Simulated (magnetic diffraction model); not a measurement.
## Magnetic neutron pattern of Tm2ZnSe4

Space group Fd-3m (no. 227, origin choice 1), a = 11.4340 Å.

| site | atom | x | y | z |
| --- | --- | --- | --- | --- |
| 16d | Tm | 1/8 | 5/8 | 1/8 |
| 32e | Se | 0.3758 | 0.8758 | 0.3758 |
| 8a | Zn | 1/2 | 0 | 1/2 |

The compound is invented for this exercise: a known structure type with other elements, its cell scaled to their sizes and not relaxed.

Only Tm is taken to order (form factors of Tm3+); orders and moment sizes are assumed, and not adapted to the symmetry. Radiation: neutrons of λ = 1.594 Å, 3° to 55°; isotropic B of 0.57 Å² (Tm), 0.74 Å² (Se) and 0.69 Å² (Zn). Simulated constant-wavelength pattern: nuclear and magnetic terms add, the magnetic one as |2.695 fm × Σ f S⊥ exp(2πi Q·r) exp(−B s²)|², summed over all Q at one angle with the factor 1/(sin²θ cos θ). For a modulated order the moment at position r is S exp(−2πi k·r) + c.c., with S = m/2 for a sine wave of amplitude m and S = m(u + iv)/2 for moments turning in a plane, u and v being orthogonal unit vectors in it; the phase factor of the sum at Q = H + k is then exp(2πi H·r). Free-ion form factors, Sears's scattering lengths of 1992, no absorption; a label names one of the reflections at its angle. The strongest nuclear line in the range is 100, and lines under 0.2 are left out.

Assume the order k = (0 0 1/6), a sine wave with moments along [100] (amplitudes given), 4.1 μB on Tm; signs + at (1/8, 5/8, 1/8), + at (3/8, 7/8, 1/8), + at (3/8, 5/8, 3/8), − at (1/8, 7/8, 3/8).

Predict the pattern, nuclear and magnetic parts apart.

```csv
2θ (°),index,nuclear,magnetic
13.14,(-1 1 5/6),0.0,5.5
13.87,(1 1 1),2.1,0.0
14.68,(0 0 11/6),0.0,6.6
16.08,(0 2 1/6),0.0,2.9
17.37,(0 0 13/6),0.0,1.2
21.80,(2 0 11/6),0.0,2.2
22.74,(2 2 0),4.8,0.0
22.78,(2 2 1/6),0.0,1.4
23.72,(2 0 13/6),0.0,1.9
25.50,(1 -1 17/6),0.0,1.9
26.35,(3 1 5/6),0.0,2.1
26.73,(3 1 1),27.2,0.0
27.18,(3 1 7/6),0.0,3.3
27.95,(2 2 2),20.7,0.0
27.98,(1 -1 19/6),0.0,1.6
28.76,(2 2 13/6),0.0,1.1
31.00,(0 0 23/6),0.0,0.3
32.38,(4 0 0),60.8,0.0
32.41,(0 4 1/6),0.0,0.6
33.77,(0 0 25/6),0.0,0.3
34.43,(1 3 17/6),0.0,1.6
35.08,(2 0 23/6),0.0,1.4
35.38,(3 3 1),1.5,0.0
35.72,(4 0 11/6),0.0,1.1
36.35,(4 2 1/6),0.0,2.4
36.97,(4 0 13/6),0.0,0.6
37.59,(2 0 25/6),0.0,0.8
38.79,(2 2 23/6),0.0,0.7
39.38,(4 2 11/6),0.0,0.9
39.93,(4 2 2),3.2,0.0
40.53,(4 2 13/6),0.0,0.9
41.10,(2 2 25/6),0.0,1.3
41.66,(-3 3 17/6),0.0,0.4
42.22,(-1 5 5/6),0.0,0.7
42.47,(5 1 1),14.1,0.0
42.77,(-1 5 7/6),0.0,0.7
43.31,(-3 3 19/6),0.0,0.4
43.85,(-1 1 31/6),0.0,0.6
45.43,(4 0 23/6),0.0,0.4
46.45,(4 4 0),100.0,0.0
46.47,(4 4 1/6),0.0,0.3
47.48,(4 0 25/6),0.0,1.2
47.98,(0 0 35/6),0.0,0.7
48.48,(4 2 23/6),0.0,1.1
48.71,(5 3 1),1.1,0.0
48.98,(4 4 11/6),0.0,0.7
49.47,(0 6 1/6),0.0,0.8
49.95,(4 4 13/6),0.0,1.0
```
(The table stops after 48 lines; 10 more lie at higher angle.)

The strongest magnetic line in the range is (0 0 11/6) at 14.68° (6.6). Below the range, at 1.33°, lies the magnetic line (0 0 1/6) with 219. On top of the Lorentz factor, which all lines share, magnetic lines fade with angle because f falls: for Tm3+ it is 0.97, 0.87, 0.75 and 0.49 at sin θ/λ = 0.1, 0.2, 0.3 and 0.5 Å⁻¹, while nuclear lengths stay constant. The order has no net moment.

[Logs are printed without paths, hosts, clocks, repeated set-up lines and the standing remarks that a program may print on its own settings, such as how far it seeks lower states.]
